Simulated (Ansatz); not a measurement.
WSi2N4/WSi2N4 (MoSi2N4 type bilayer), computed twice by G0W0.

The cell holds 14 atoms: 2 W, 8 N and 4 Si. Its edges and angles: a = 2.883 Å, b = 2.883 Å, c = 56.900 Å, α = 90.0°, β = 90.0°, γ = 120.0°. It derives from N4Si2W1. Regions: layer 1 (WSi2N4), 7 atoms (1 W, 4 N and 2 Si); layer 2 (WSi2N4), 7 atoms (1 W, 4 N and 2 Si). Vacuum lies along c.

```xyz
14
Lattice="2.8826 0.0000 0.0000 -1.4413 2.4964 0.0000 0.0000 0.0000 56.9000" Properties=species:S:1:pos:R:3
W     0.0000    0.0000   23.5179
N     0.0000    1.6643   24.7595
N     0.0000    1.6643   22.2751
Si    0.0000    1.6643   26.4929
Si    0.0000    1.6643   20.5401
N     1.4413    0.8321   26.9967
N     1.4413    0.8321   20.0321
W     1.4413    0.8321   33.3821
N     0.0000    1.6643   34.6249
N     0.0000    1.6643   32.1405
Si    0.0000    1.6643   36.3599
Si    0.0000    1.6643   30.4071
N     0.0000    0.0000   36.8679
N     0.0000    0.0000   29.9033
```

The structure was relaxed with PBEsol-D3(BJ). The runs that relaxed it are not among those shown. Spin-orbit coupling is left out unless a run names it.

The first (Ansatz 0.2.0; start PBEsol, 9×9×1 mesh, 603 empty bands, screening to 75 eV, PAW set soft_1 files; 1 × NVIDIA H100 80GB HBM3 (shared by 6 runs) with 3 threads of AMD EPYC 7R13 (Zen 3), shared host) gave, on its mesh: starting gap 2.00 eV, G0W0 gap 2.81 eV, mean of 1 + 4πα/V (set by the cell height) 2.77, 1.8 min.

The second gave: starting gap 2.00 eV, G0W0 gap 2.71 eV, mean of 1 + 4πα/V (set by the cell height) 2.78, 93 s.

Question: What was changed in the input? Choose among start, files, mesh, bands and cutoff, frequency model or another key.

Changed: empty bands from 603 to 244 and screening cutoff (eV) from 75.0 to 41. The starting gap stayed, which rules out the functional and points to the GW step. Other changes could give like numbers; this is the one that was made.

Limits: not at the basis limit; coarse mesh for a sheet; no spin-orbit coupling.

[Paths, hosts, dates, memory and timing lines, banners, echoed tables and standing remarks are left out of the program output.]

[Logs are printed without paths, hosts, clocks, repeated set-up lines and the standing remarks that a program may print on its own settings, such as how far it seeks lower states.]

[Runs of the session that timed out or met a known fault of the program may be left out.]

[Cells called generated may have been cut or substituted from an entry of the Crystallography Open Database or the Materials Project.]

[Hosts, paths, dates, database ids (printed as entryN), source tags and the programs' standing remarks are cut or masked in the printed files.]
